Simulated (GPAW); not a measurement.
# 4,4'-bipyridine between two Au chains: transmission at several levels

Aim: T(E), conductance and thermopower of 4,4'-bipyridine between two Au chains, and what cheaper settings cost in accuracy.

Method: GPAW LCAO, PAW setups; Landauer transmission from Green's functions with principal layers (ASE), zero bias, in GPAW 26.7.0.

Most raw output is cut from this account.

### Step 1. Set-up

The cell holds 30 atoms: 10 Au, 2 N, 8 H and 10 C. Cell: a = 10.335 Å, b = 9.000 Å, c = 34.528 Å, α = 90.0°, β = 90.0°, γ = 90.0°. Regions: left lead, 5 atoms (5 Au); channel, 20 atoms (2 N, 8 H and 10 C); right lead, 5 atoms (5 Au). Vacuum lies along a and b. The structure is stacked along c, and the current runs across the ab planes.

### Step 2. GPAW, dzp

The script solves lead and junction separately, takes H and S in the orbital basis, and joins semi-infinite leads through their self-energies; the dzp basis is the working standard.

run.py

```python
import json
import numpy as np
from ase import Atoms
from ase.transport.calculators import TransportCalculator
from gpaw import GPAW, FermiDirac
from gpaw.lcao.tools import get_lcao_hamiltonian
from scipy.linalg import eigh

# The junction with lead layers at both ends, along the third cell vector
device = Atoms(
    ['Au', 'Au', 'Au', 'Au', 'Au', 'N', 'H', 'H', 'C', 'C', 'C', 'C', 'H', 'H', 'C', 'C', 'H', 'H', 'C', 'C', 'C', 'C', 'H', 'H', 'N', 'Au', 'Au', 'Au', 'Au', 'Au'],
    positions=[
        [5.16755, 4.50000, 1.30000],
        [5.16755, 4.50000, 3.90000],
        [5.16755, 4.50000, 6.50000],
        [5.16755, 4.50000, 9.10000],
        [5.16755, 4.50000, 11.70000],
        [5.16755, 4.50001, 13.71000],
        [6.99582, 5.44413, 13.82631],
        [3.33928, 3.55588, 13.82633],
        [6.18782, 5.02450, 14.41889],
        [4.14728, 3.97553, 14.41890],
        [6.23379, 5.04599, 15.80438],
        [4.10130, 3.95406, 15.80438],
        [7.08510, 5.49550, 16.30545],
        [3.25000, 3.50455, 16.30546],
        [5.16755, 4.50004, 16.52878],
        [5.16755, 4.50004, 17.99928],
        [7.08510, 3.50456, 18.22259],
        [3.25001, 5.49551, 18.22261],
        [6.23380, 3.95407, 18.72368],
        [4.10131, 5.04600, 18.72369],
        [6.18782, 3.97553, 20.10916],
        [4.14728, 5.02451, 20.10918],
        [6.99582, 3.55588, 20.70173],
        [3.33928, 5.44413, 20.70175],
        [5.16755, 4.50001, 20.81806],
        [5.16755, 4.50000, 22.82806],
        [5.16755, 4.50000, 25.42806],
        [5.16755, 4.50000, 28.02806],
        [5.16755, 4.50000, 30.62806],
        [5.16755, 4.50000, 33.22806]],
    cell=[[10.3351, 0.0, 0.0], [0.0, 9.0, 0.0], [0.0, 0.0, 34.52806]],
    pbc=True)

# One principal layer of the lead: the first 3 atoms of the device
lead = Atoms(
    ['Au', 'Au', 'Au'],
    positions=[
        [5.16755, 4.50000, 1.30000],
        [5.16755, 4.50000, 3.90000],
        [5.16755, 4.50000, 6.50000]],
    cell=[[10.3351, 0.0, 0.0], [0.0, 9.0, 0.0], [0.0, 0.0, 7.8]],
    pbc=True)

settings = dict(mode='lcao', basis='dzp', xc='PBE', h=0.18,
                occupations=FermiDirac(0.1), maxiter=250,
                mixer=dict(beta=0.1, nmaxold=8, weight=100.0),
                convergence=dict(density=0.0001))
energies = np.arange(-2, 2 + 1e-9, 0.05)
eta = 0.0001
n1, n2 = 1, 1
# k and -k transmit alike, so half of the mesh across the current serves
mesh = [(i, j) for i in range(n1) for j in range(n2) if (i, j) <= (-i % n1, -j % n2)]
weights = np.array([1 if (i, j) == (-i % n1, -j % n2) else 2 for i, j in mesh]) / (n1 * n2)

# [... helper functions left out ...]
fermi_lead = ground_state(lead, (1, 1, 15), 'lead.txt')
fermi_device = ground_state(device, (1, 1, 3), 'device.txt')
# [... loop over the mesh left out, but for ...]
        # Shift the lead onto the potential of the device's first layer
        shift = ((H[:, 0, 0] - H0[:, 0, 0]) / S0[0, 0]).real.mean()
# [...]
kT = 8.617333e-5 * 77
bias = [0.1, 0.2, 0.5, 1.0, 1.5, 2.0]
# [... integrals and printing left out ...]
```

Started as:

```bash
OMP_NUM_THREADS=1 OPENBLAS_NUM_THREADS=1 python run.py
```

Run time: 83 s. Hardware: 1 thread of Arm Neoverse V1, shared host; peak memory 1.7 GiB.

Numbers from this step:

| Property | Result |
| --- | --- |
| conductance | 3.27e-6 G₀ |
| thermopower | 5.435 μV/K |
| largest coupling past the next principal layer | 2.46e-7 eV |
| largest misfit of the first principal layer | 0.08227 eV |
| shift that aligns the lead | -0.02659 eV |
| basis functions of the junction | 346 |
| basis functions of a principal layer | 45 |
| transmission at the Fermi level (one spin) | 3.27e-6 |

One spin. The transmission, zone mean by energy, zero at the Fermi level:

| energy (eV) | transmission, zone mean |
| --- | --- |
| -2.00 | 0.0137 |
| -1.95 | 0.0220 |
| -1.85 | 0.00663 |
| -1.70 | 0.00419 |
| -1.60 | 0.00398 |
| -1.45 | 0.00398 |
| -1.30 | 0.00428 |
| -1.15 | 0.00480 |
| -1.05 | 0.00521 |
| -0.90 | 0.00569 |
| -0.75 | 0.00582 |
| -0.60 | 0.00557 |
| -0.50 | 0.00538 |
| -0.35 | 0.00556 |
| -0.20 | 0.00734 |
| -0.05 | 3.8e-6 |
| 0.00 | 3.3e-6 |
| 0.05 | 2.8e-6 |
| 0.20 | 2.0e-6 |
| 0.35 | 1.5e-6 |
| 0.50 | 1.1e-6 |
| 0.60 | 9.8e-7 |
| 0.75 | 8.6e-7 |
| 0.90 | 9.6e-7 |
| 1.05 | 2.4e-6 |
| 1.15 | 1.4e-5 |
| 1.25 | 0.00689 |
| 1.30 | 5.9e-4 |
| 1.45 | 0.00705 |
| 1.60 | 2.9e-5 |
| 1.70 | 1.0e-5 |
| 1.85 | 3.8e-6 |
| 2.00 | 1.8e-6 |

Not self-consistent under bias; the bias window is split evenly. Current through one cell, from the zero-bias transmission against bias:

| bias (V) | current through one cell, from the zero-bias transmission (nA) |
| --- | --- |
| 0.100 | 0.0255 |
| 0.200 | 0.0660 |
| 0.500 | 57.5 |
| 1.000 | 167 |
| 1.500 | 275 |
| 2.000 | 386 |

The transmission of the three most open eigenchannels by energy, zero at the Fermi level:

| energy (eV) | channel 1 | channel 2 | channel 3 |
| --- | --- | --- | --- |
| -2.00 | 0.00738 | 0.00635 | 5.7e-6 |
| -1.90 | 0.00930 | 0.00526 | 4.9e-6 |
| -1.80 | 0.00458 | 3.2e-4 | 4.3e-6 |
| -1.70 | 0.00417 | 1.7e-5 | 3.9e-6 |
| -1.55 | 0.00394 | 3.6e-6 | 9.3e-8 |
| -1.45 | 0.00398 | 3.5e-6 | 8.4e-8 |
| -1.35 | 0.00415 | 3.4e-6 | 3.0e-7 |
| -1.25 | 0.00443 | 3.4e-6 | 1.3e-6 |
| -1.15 | 0.00479 | 3.4e-6 | 1.5e-6 |
| -1.05 | 0.00520 | 3.3e-6 | 2.3e-6 |
| -0.90 | 0.00568 | 3.7e-6 | 3.0e-6 |
| -0.80 | 0.00582 | 2.7e-6 | 1.4e-6 |
| -0.70 | 0.00576 | 2.2e-6 | 1.3e-6 |
| -0.60 | 0.00556 | 1.8e-6 | 1.3e-6 |
| -0.50 | 0.00538 | 2.2e-6 | 1.3e-6 |
| -0.40 | 0.00539 | 5.1e-6 | 1.3e-6 |
| -0.25 | 0.00648 | 7.5e-6 | 7.4e-7 |
| -0.15 | 0.00670 | 5.3e-6 | 5.6e-7 |
| -0.05 | 3.8e-6 | 1.8e-11 | 0 |
| 0.00 | 3.3e-6 | 2.4e-12 | 0 |
| 0.05 | 2.8e-6 | 0 | 0 |
| 0.15 | 2.2e-6 | 0 | 0 |
| 0.25 | 1.8e-6 | 0 | 0 |
| 0.40 | 1.3e-6 | 0 | 0 |
| 0.50 | 1.1e-6 | 0 | 0 |
| 0.60 | 9.8e-7 | 0 | 0 |
| 0.70 | 8.8e-7 | 0 | 0 |
| 0.80 | 8.2e-7 | 0 | 0 |
| 0.90 | 9.6e-7 | 0 | 0 |
| 1.05 | 2.4e-6 | 0 | 0 |
| 1.15 | 1.4e-5 | 0 | 0 |
| 1.25 | 0.00689 | 0 | 0 |
| 1.35 | 3.9e-4 | 0 | 0 |
| 1.45 | 0.00705 | 0 | 0 |
| 1.55 | 6.5e-5 | 0 | 0 |
| 1.70 | 1.0e-5 | 0 | 0 |
| 1.80 | 5.0e-6 | 0 | 0 |
| 1.90 | 2.9e-6 | 0 | 0 |
| 2.00 | 1.8e-6 | 0 | 0 |

Couplings past the next layer reach 2.5e-7 eV, small enough to drop; the matrix elements of the cell's first layer differ from the bulk lead's by up to 0.082 eV. That layer keeps its own values in the calculation, and only beyond it is the lead taken as perfect. The Fermi levels of lead and junction count from different zeros of potential, one for each periodic cell; with both set to zero, the small remaining shift is what aligns them. Without spin-orbit coupling, which is large for these atoms, channel counts and T are those of the scalar-relativistic bands. By hand: G = 3.27e-6 × 77.48 μS = 2.5e-4 μS, a resistance of 3.9e6 kΩ; at 0.1 V a linear junction would pass 2.5e-5 μA, and the integral over the bias window gives 2.6e-5 μA. Mott's formula, S = -(π²/3)(k_B²T/e) d ln T/dE, has the prefactor 1.88 μV/K·eV at 77 K; T = 3.79e-6 at -0.05 eV and 2.84e-6 at 0.05 eV give a slope of -2.88 per eV and S = 5.42 μV/K, beside 5.44 μV/K from the thermal integral, which interpolates the same grid.

### Step 3. GPAW, szp: basis = "szp(dzp)"

The second zeta is dropped, the polarisation orbitals stay.

run.py, as its differences from that of step 2:

```diff
@@ -55,3 +55,3 @@
 
-settings = dict(mode='lcao', basis='dzp', xc='PBE', h=0.18,
+settings = dict(mode='lcao', basis='szp(dzp)', xc='PBE', h=0.18,
                 occupations=FermiDirac(0.1), maxiter=250,
```

The job ended after 78 s (1 thread; peak memory 1.7 GiB).

This step gave:

```yaml
conductance: 1.92e-5 G₀
thermopower: 2.405 μV/K
largest_coupling_past_the_next_principal_layer: 2.47e-7 eV
largest_misfit_of_the_first_principal_layer: 0.07663 eV
shift_that_aligns_the_lead: -0.02689 eV
basis_functions_of_the_junction: 230
basis_functions_of_a_principal_layer: 27
transmission_at_the_fermi_level_one_spin: 1.92e-5
```

One spin. The transmission, zone mean by energy, zero at the Fermi level:

| energy (eV) | transmission, zone mean |
| --- | --- |
| -2.000 | 0.00709 |
| -1.800 | 0.00664 |
| -1.700 | 0.00955 |
| -1.600 | 0.00459 |
| -1.400 | 0.00451 |
| -1.200 | 0.00558 |
| -1.000 | 0.00763 |
| -0.800 | 0.0105 |
| -0.600 | 0.0134 |
| -0.400 | 0.0175 |
| -0.200 | 0.0330 |
| -0.150 | 0.0396 |
| 0.000 | 1.9e-5 |
| 0.200 | 1.6e-5 |
| 0.400 | 1.5e-5 |
| 0.600 | 1.5e-5 |
| 0.800 | 2.2e-5 |
| 1.000 | 0.00270 |
| 1.200 | 1.3e-4 |
| 1.400 | 2.0e-5 |
| 1.600 | 1.2e-5 |
| 1.800 | 9.0e-6 |
| 2.000 | 6.3e-6 |

Not self-consistent under bias; the bias window is split evenly. The current through one cell, from the zero-bias transmission by bias:

| bias (V) | current through one cell, from the zero-bias transmission (μA) |
| --- | --- |
| 0.100 | 1.5e-4 |
| 0.200 | 3.8e-4 |
| 0.500 | 0.276 |
| 1.000 | 0.649 |
| 1.500 | 0.902 |
| 2.000 | 1.09 |

The transmission of the three most open eigenchannels by energy, zero at the Fermi level:

| energy (eV) | channel 1 | channel 2 | channel 3 |
| --- | --- | --- | --- |
| -2.00 | 0.00680 | 2.8e-4 | 6.4e-6 |
| -1.85 | 0.00520 | 7.6e-4 | 4.9e-6 |
| -1.70 | 0.00509 | 0.00445 | 4.1e-6 |
| -1.60 | 0.00427 | 3.1e-4 | 3.8e-6 |
| -1.45 | 0.00438 | 3.5e-6 | 8.1e-7 |
| -1.30 | 0.00493 | 3.5e-6 | 3.0e-6 |
| -1.15 | 0.00599 | 4.9e-6 | 3.6e-6 |
| -1.05 | 0.00701 | 4.3e-6 | 3.7e-6 |
| -0.90 | 0.00898 | 4.7e-6 | 3.8e-6 |
| -0.75 | 0.0112 | 5.3e-6 | 3.7e-6 |
| -0.60 | 0.0134 | 7.1e-6 | 3.3e-6 |
| -0.50 | 0.0150 | 9.6e-6 | 2.9e-6 |
| -0.35 | 0.0195 | 1.5e-5 | 2.4e-6 |
| -0.20 | 0.0330 | 2.6e-5 | 2.3e-6 |
| -0.05 | 2.1e-5 | 5.1e-10 | 0 |
| 0.00 | 1.9e-5 | 5.4e-11 | 0 |
| 0.05 | 1.8e-5 | 1.6e-11 | 0 |
| 0.20 | 1.6e-5 | 5.2e-12 | 0 |
| 0.35 | 1.5e-5 | 0 | 0 |
| 0.50 | 1.5e-5 | 0 | 0 |
| 0.60 | 1.5e-5 | 0 | 0 |
| 0.75 | 1.8e-5 | 0 | 0 |
| 0.90 | 5.7e-5 | 0 | 0 |
| 1.05 | 2.6e-4 | 0 | 0 |
| 1.15 | 0.00173 | 0 | 0 |
| 1.30 | 3.3e-5 | 0 | 0 |
| 1.45 | 1.7e-5 | 0 | 0 |
| 1.60 | 1.2e-5 | 0 | 0 |
| 1.70 | 1.1e-5 | 0 | 0 |
| 1.85 | 8.3e-6 | 0 | 0 |
| 2.00 | 6.3e-6 | 0 | 0 |

The conductance, 1.9e-5 G₀, lies a factor of 5.9 above that of the dzp run.

### Step 4. GPAW, sz: basis = "sz(dzp)"

One function for each valence shell of the setup, as for a first survey of a large system.

run.py, as its differences from that of step 3:

```diff
@@ -55,3 +55,3 @@
 
-settings = dict(mode='lcao', basis='szp(dzp)', xc='PBE', h=0.18,
+settings = dict(mode='lcao', basis='sz(dzp)', xc='PBE', h=0.18,
                 occupations=FermiDirac(0.1), maxiter=250,
```

Elapsed: 54 s, on 1 thread; peak memory 1.6 GiB.

Numbers from this step:

```
conductance                                 : 1.24e-5 G₀
largest misfit of the first principal layer : 0.07683 eV
shift that aligns the lead                  : -0.04842 eV
basis functions of the junction             : 116
basis functions of a principal layer        : 18
transmission at the Fermi level (one spin)  : 1.24e-5
```

The conductance, 1.2e-5 G₀, lies 278 % above that of the dzp run.

### Step 5. LDA in the dzp basis: xc = "LDA"

Back in the dzp basis, the functional changes from PBE to LDA, to set the spread between functionals beside that between bases.

run.py, as its differences from that of step 4:

```diff
@@ -55,3 +55,3 @@
 
-settings = dict(mode='lcao', basis='sz(dzp)', xc='PBE', h=0.18,
+settings = dict(mode='lcao', basis='dzp', xc='LDA', h=0.18,
                 occupations=FermiDirac(0.1), maxiter=250,
```

It took 69 s on 1 thread; peak memory 1.7 GiB.

Numbers from this step:

```yaml
conductance: 5.31e-6 G₀
largest_coupling_past_the_next_principal_layer: 2.28e-7 eV
largest_misfit_of_the_first_principal_layer: 0.08040 eV
shift_that_aligns_the_lead: -0.01370 eV
basis_functions_of_the_junction: 346
basis_functions_of_a_principal_layer: 45
transmission_at_the_fermi_level_one_spin: 5.30e-6
```

One spin. The transmission, zone mean by energy, zero at the Fermi level:

| energy (eV) | transmission, zone mean |
| --- | --- |
| -2.00 | 0.0113 |
| -1.90 | 0.0306 |
| -1.80 | 0.00633 |
| -1.70 | 0.00491 |
| -1.55 | 0.00448 |
| -1.45 | 0.00442 |
| -1.35 | 0.00447 |
| -1.25 | 0.00463 |
| -1.15 | 0.00488 |
| -1.05 | 0.00518 |
| -0.90 | 0.00559 |
| -0.80 | 0.00587 |
| -0.70 | 0.00604 |
| -0.60 | 0.00614 |
| -0.50 | 0.00622 |
| -0.40 | 0.00640 |
| -0.25 | 0.00716 |
| -0.20 | 0.00747 |
| -0.15 | 0.00708 |
| -0.05 | 5.9e-6 |
| 0.00 | 5.3e-6 |
| 0.05 | 4.8e-6 |
| 0.15 | 4.1e-6 |
| 0.25 | 3.5e-6 |
| 0.40 | 3.0e-6 |
| 0.50 | 2.8e-6 |
| 0.60 | 2.7e-6 |
| 0.70 | 2.7e-6 |
| 0.80 | 2.7e-6 |
| 0.90 | 3.2e-6 |
| 1.05 | 6.0e-6 |
| 1.15 | 1.9e-5 |
| 1.25 | 7.4e-4 |
| 1.35 | 3.9e-4 |
| 1.45 | 0.00919 |
| 1.55 | 1.3e-4 |
| 1.70 | 1.8e-5 |
| 1.80 | 1.0e-5 |
| 1.90 | 7.1e-6 |
| 2.00 | 5.4e-6 |

The conductance, 5.3e-6 G₀, lies 62 % above that of the dzp run.

### Step 6. Cost and result by level

Times are for 1 thread of Arm Neoverse V1, shared host. The runs compared:

| no. | run | conductance (G₀) | time | memory (GiB) |
| --- | --- | --- | --- | --- |
| 1 | dzp | 3.27e-6 | 83 s | 1.7 |
| 2 | szp | 1.92e-5 | 78 s | 1.7 |
| 3 | sz | 1.24e-5 | 54 s | 1.6 |
| 4 | dzp LDA | 5.31e-6 | 69 s | 1.7 |

### Step 7. The levels side by side

The curves are compared point by point over the common energies.

This step: comparison of transmission and cost over codes and levels (GPAW 26.7.0).

Ladder, by row:

| step | code | T at the Fermi level (sum over the listed spins) | conductance (G0) | r.m.s. T(E) from the first | wall time (s) | peak memory (GiB) | threads |
| --- | --- | --- | --- | --- | --- | --- | --- |
| dzp | GPAW | 3.27e-6 | 3.27e-6 | 0 | 83.22 | 1.69 | 1 |
| szp | GPAW | 1.92e-5 | 1.92e-5 | 0.006863 | 77.57 | 1.66 | 1 |
| sz | GPAW | 1.24e-5 | 1.24e-5 | 0.01326 | 54.44 | 1.58 | 1 |
| dzp-LDA | GPAW | 5.30e-6 | 5.31e-6 | 0.002137 | 69.03 | 1.69 | 1 |

Table of transmission, zone mean, sum over the listed spins by energy, zero at the Fermi level:

| energy (eV) | dzp | szp | sz | dzp-LDA |
| --- | --- | --- | --- | --- |
| -2.00 | 0.0137 | 0.00709 | 0.00722 | 0.0113 |
| -1.95 | 0.0220 | 0.00642 | 0.00625 | 0.0186 |
| -1.85 | 0.00663 | 0.00596 | 0.00582 | 0.0129 |
| -1.70 | 0.00419 | 0.00955 | 0.0134 | 0.00491 |
| -1.50 | 0.00395 | 0.00431 | 0.00464 | 0.00443 |
| -1.35 | 0.00415 | 0.00470 | 0.00497 | 0.00447 |
| -1.20 | 0.00461 | 0.00558 | 0.00582 | 0.00475 |
| -1.05 | 0.00521 | 0.00702 | 0.00740 | 0.00518 |
| -0.90 | 0.00569 | 0.00899 | 0.00990 | 0.00559 |
| -0.70 | 0.00576 | 0.0119 | 0.0140 | 0.00604 |
| -0.55 | 0.00546 | 0.0142 | 0.0165 | 0.00618 |
| -0.40 | 0.00540 | 0.0175 | 0.0198 | 0.00640 |
| -0.25 | 0.00649 | 0.0266 | 0.0337 | 0.00716 |
| -0.20 | 0.00734 | 0.0330 | 0.0506 | 0.00747 |
| -0.10 | 4.5e-6 | 2.3e-5 | 1.3e-5 | 3.8e-4 |
| 0.00 | 3.3e-6 | 1.9e-5 | 1.2e-5 | 5.3e-6 |
| 0.10 | 2.5e-6 | 1.7e-5 | 1.2e-5 | 4.4e-6 |
| 0.25 | 1.8e-6 | 1.6e-5 | 1.2e-5 | 3.5e-6 |
| 0.40 | 1.3e-6 | 1.5e-5 | 1.3e-5 | 3.0e-6 |
| 0.55 | 1.0e-6 | 1.5e-5 | 1.4e-5 | 2.7e-6 |
| 0.70 | 8.8e-7 | 1.7e-5 | 1.9e-5 | 2.7e-6 |
| 0.90 | 9.6e-7 | 5.7e-5 | 0.0321 | 3.2e-6 |
| 1.05 | 2.4e-6 | 2.6e-4 | 4.4e-4 | 6.0e-6 |
| 1.20 | 7.3e-5 | 1.3e-4 | 2.7e-5 | 6.3e-5 |
| 1.25 | 0.00689 | 5.3e-5 | 2.3e-5 | 7.4e-4 |
| 1.35 | 3.9e-4 | 2.4e-5 | 2.0e-5 | 3.9e-4 |
| 1.45 | 0.00705 | 1.7e-5 | 1.8e-5 | 0.00919 |
| 1.50 | 2.4e-4 | 1.5e-5 | 1.8e-5 | 7.7e-4 |
| 1.70 | 1.0e-5 | 1.1e-5 | 1.8e-5 | 1.8e-5 |
| 1.85 | 3.8e-6 | 8.3e-6 | 1.8e-5 | 8.3e-6 |
| 2.00 | 1.8e-6 | 6.3e-6 | 1.8e-5 | 5.4e-6 |

### Step 8. Temperature 30

Temperature enters only through the Fermi window.

This step: GPAW LCAO, PAW setups; Landauer transmission from Green's functions with principal layers (ASE), zero bias (GPAW 26.7.0).

run.py, as its differences from that of step 5:

```diff
@@ -55,3 +55,3 @@
 
-settings = dict(mode='lcao', basis='dzp', xc='LDA', h=0.18,
+settings = dict(mode='lcao', basis='dzp', xc='PBE', h=0.18,
                 occupations=FermiDirac(0.1), maxiter=250,
@@ -73,3 +73,3 @@
 # [...]
-kT = 8.617333e-5 * 77
+kT = 8.617333e-5 * 30
 bias = [0.1, 0.2, 0.5, 1.0, 1.5, 2.0]
```

It took 85 s on 1 thread; peak memory 1.7 GiB.

Numbers from this step:

| Property | Result |
| --- | --- |
| conductance | 3.27e-6 G₀ |
| thermopower | 2.114 μV/K |
| largest coupling past the next principal layer | 2.46e-7 eV |
| largest misfit of the first principal layer | 0.08227 eV |
| shift that aligns the lead | -0.02659 eV |
| transmission at the Fermi level (one spin) | 3.27e-6 |

One spin. Table of transmission, zone mean by energy, zero at the Fermi level:

| energy (eV) | transmission, zone mean |
| --- | --- |
| -2.00 | 0.0137 |
| -1.95 | 0.0220 |
| -1.90 | 0.0146 |
| -1.80 | 0.00490 |
| -1.70 | 0.00419 |
| -1.55 | 0.00394 |
| -1.45 | 0.00398 |
| -1.35 | 0.00415 |
| -1.25 | 0.00443 |
| -1.15 | 0.00480 |
| -1.05 | 0.00521 |
| -0.90 | 0.00569 |
| -0.80 | 0.00583 |
| -0.70 | 0.00576 |
| -0.60 | 0.00557 |
| -0.50 | 0.00538 |
| -0.40 | 0.00540 |
| -0.25 | 0.00649 |
| -0.20 | 0.00734 |
| -0.15 | 0.00670 |
| -0.05 | 3.8e-6 |
| 0.00 | 3.3e-6 |
| 0.05 | 2.8e-6 |
| 0.15 | 2.2e-6 |
| 0.25 | 1.8e-6 |
| 0.40 | 1.3e-6 |
| 0.50 | 1.1e-6 |
| 0.60 | 9.8e-7 |
| 0.70 | 8.8e-7 |
| 0.80 | 8.2e-7 |
| 0.90 | 9.6e-7 |
| 1.05 | 2.4e-6 |
| 1.15 | 1.4e-5 |
| 1.25 | 0.00689 |
| 1.35 | 3.9e-4 |
| 1.45 | 0.00705 |
| 1.55 | 6.5e-5 |
| 1.70 | 1.0e-5 |
| 1.80 | 5.0e-6 |
| 1.90 | 2.9e-6 |
| 2.00 | 1.8e-6 |

Not self-consistent under bias; the bias window is split evenly. Table of current through one cell, from the zero-bias transmission by bias:

| bias (V) | current through one cell, from the zero-bias transmission (nA) |
| --- | --- |
| 0.100 | 0.0255 |
| 0.200 | 0.0522 |
| 0.500 | 57.5 |
| 1.000 | 167 |
| 1.500 | 275 |
| 2.000 | 386 |

The transmission of the three most open eigenchannels by energy, zero at the Fermi level:

(Unchanged from step 2.)

With these changes, and at 30 K in place of 77 K, the conductance is 3.3e-6 G₀ against 3.3e-6 in the dzp run; T at the Fermi level, which temperature doesn't enter, is 3.3e-6 against 3.3e-6.

(Part 1 of 2 ends here.)

[Logs are printed without paths, hosts, clocks, repeated set-up lines and the standing remarks that a program may print on its own settings, such as how far it seeks lower states.]

[Hosts, paths, dates, database ids (printed as entryN), source tags and the programs' standing remarks are cut or masked in the printed files.]
